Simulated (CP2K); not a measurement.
Two runs for the C K edge of 5-cyanopyrimidine. Run A: CP2K XAS_TDP, all-electron GAPW, PBEh(45%), aug-cc-pVDZ, TDA, no relativity. Run B differs in one setting.

First lines with a strength over 0.0015. A:

```csv
atom,energy (eV),states,"strength, one atom"
C2 (bonded to C and N),282.01,1,0.0338
,282.45,1,0.0546
,285.38,1,0.0283
,287.55,1,0.0017
,288.19,1,0.0020
C3 (bonded to 3 C),281.94,1,0.0401
,286.17,1,0.0084
,286.74,1,0.0123
,287.24,1,0.0097
,287.39,1,0.0021
"C4 (bonded to C, N and H), 2 alike",281.43,1,0.0611
,286.38,1,0.0145
,286.98,1,0.0039
,287.43,1,0.0071
,287.89,1,0.0032
C6 (bonded to 2 N and H),281.76,1,0.0614
,286.74,1,0.0137
,287.62,1,0.0042
,287.76,1,0.0048
,288.19,1,0.0058
```

B:

```csv
atom,energy (eV),states,"strength, one atom"
C2 (bonded to C and N),276.00,1,0.0144
,277.17,1,0.0442
,278.99,1,0.0326
,281.15,1,0.0019
,281.46,1,0.0033
C3 (bonded to 3 C),276.07,1,0.0280
,279.53,1,0.0027
,280.04,1,0.0042
,280.44,1,0.0026
,280.52,1,0.0069
"C4 (bonded to C, N and H), 2 alike",276.03,1,0.0478
,279.81,1,0.0055
,279.87,1,0.0021
,280.57,2,0.0078
,282.22,1,0.0048
C6 (bonded to 2 N and H),276.37,1,0.0451
,280.11,1,0.0038
,280.56,1,0.0086
,280.73,1,0.0051
,281.28,1,0.0035
```

**Question.** Which was it: the basis, the functional, GW2X switched on, scalar relativity switched on?

The functional (functional from PBEh(45%) to PBE0; the lines alone don't name the new value). A functional moves all lines by electronvolts and changes their spacings and strengths. Against PBEh(45%) in aug-cc-pVDZ, the leading lines move by -5.87 eV (C3, to 276.07), -5.40 eV (C4, to 276.03) and -5.39 eV (C6, to 276.37); the strength of C3's goes from 0.0401 to 0.0280. For C2 the rule picks another line of the list in the two runs, so no shift is given. The next line of C3 over the strength cut lies 3.46 eV higher, against 4.23.

[Banner, clock and machine lines of the logs are left out without a mark of their own.]

[Logs are printed without paths, hosts, clocks, repeated set-up lines and the standing remarks that a program may print on its own settings, such as how far it seeks lower states.]

[Hosts, paths, dates, database ids (printed as entryN), source tags and the programs' standing remarks are cut or masked in the printed files.]
